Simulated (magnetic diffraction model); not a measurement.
## Magnetic neutron pattern of Ce3Si3Ni

Space group C2/m (no. 12), a = 10.5460 Å, b = 4.3360 Å, c = 13.5470 Å, β = 109.89°.

```
site  atom       x    y       z
  4i    Ce  0.7470    0  0.2230
  4i    Ce  0.0963  1/2  0.9186
  4i    Ce  0.9737  1/2  0.6172
  4i    Ni  0.7449  1/2  0.4102
  4i    Si  0.6191  1/2  0.0753
  4i    Si  0.9594    0  0.7627
  4i    Si  0.8673    0  0.4568
```

This is a made-up structure (elements placed in a structure type, unrelaxed), so the numbers test the method and describe no known phase.

Only Ce is taken to order (form factors of Ce3+); orders and moment sizes are assumed, and not adapted to the symmetry. Radiation: neutrons of λ = 2.52 Å, 8° to 55°; isotropic B of 0.39 Å² (Ce), 0.58 Å² (Ni) and 0.79 Å² (Si). Simulated constant-wavelength pattern: nuclear and magnetic terms add, the magnetic one as |2.695 fm × Σ f S⊥ exp(2πi Q·r) exp(−B s²)|², summed over all Q at one angle with the factor 1/(sin²θ cos θ). For collinear order S is the moment m, which repeats by lattice and centring translations R with the sign exp(−2πi k·R). Free-ion form factors, Sears's scattering lengths of 1992, no absorption; a label names one of the reflections at its angle. The strongest nuclear line in the range is 100, and lines under 0.2 are left out.

Assume the order k = (0 0 1/2), collinear moments along [111], 1.8 μB on Ce; signs + at (0.7470, 0, 0.2230), + at (0.0963, 1/2, 0.9186), + at (0.9737, 1/2, 0.6172), − at (0.2530, 0, 0.7770), + at (0.0263, 1/2, 0.3828), − at (0.9037, 1/2, 0.0814).

Predict the pattern, nuclear and magnetic parts apart.

```tsv
2θ (°)	index	nuclear	magnetic
11.35	(0 0 1)	100.0	0.0
17.06	(0 0 3/2)	0.0	8.3
22.82	(0 0 2)	10.8	0.0
27.69	(2 0 -1)	27.4	0.0
27.99	(2 0 -1/2)	0.0	6.7
28.58	(2 0 -3/2)	0.0	5.9
28.63	(0 0 5/2)	0.0	2.7
29.44	(2 0 0)	8.3	0.0
30.57	(2 0 -2)	1.6	0.0
31.91	(2 0 1/2)	0.0	6.1
33.48	(2 0 -5/2)	0.0	15.7
34.52	(0 0 3)	0.3	0.0
35.21	(2 0 1)	4.8	0.0
36.63	(1 1 -1/2)	0.0	5.5
36.98	(1 1 0)	0.6	0.0
37.22	(1 1 -1)	3.8	0.0
38.24	(1 1 1/2)	0.0	19.9
38.70	(1 1 -3/2)	0.0	3.5
39.15	(2 0 3/2)	0.0	0.5
40.34	(1 1 1)	2.8	0.0
40.51	(0 0 7/2)	0.0	0.7
40.99	(1 1 -2)	10.9	0.0
41.33	(2 0 -7/2)	0.0	4.2
43.19	(1 1 3/2)	0.0	13.4
43.60	(2 0 2)	0.6	0.0
44.00	(1 1 -5/2)	0.0	0.8
46.00	(2 0 -4)	0.8	0.0
46.61	(0 0 4)	3.4	0.0
46.66	(1 1 2)	0.7	0.0
47.62	(1 1 -3)	28.4	0.0
50.67	(1 1 5/2)	0.0	0.4
51.06	(2 0 -9/2)	0.0	1.2
51.76	(1 1 -7/2)	0.0	2.6
52.86	(0 0 9/2)	0.0	1.8
53.69	(2 0 3)	4.9	0.0
```

The strongest magnetic line in the range is (1 1 1/2) at 38.24° (19.9). Below the range, at 5.67°, lies the magnetic line (0 0 1/2) with 41. On top of the Lorentz factor, which all lines share, magnetic lines fade with angle because f falls: for Ce3+ it is 0.96, 0.86, 0.71 and 0.43 at sin θ/λ = 0.1, 0.2, 0.3 and 0.5 Å⁻¹, while nuclear lengths stay constant. The order has no net moment.

[Logs are printed without paths, hosts, clocks, repeated set-up lines and the standing remarks that a program may print on its own settings, such as how far it seeks lower states.]
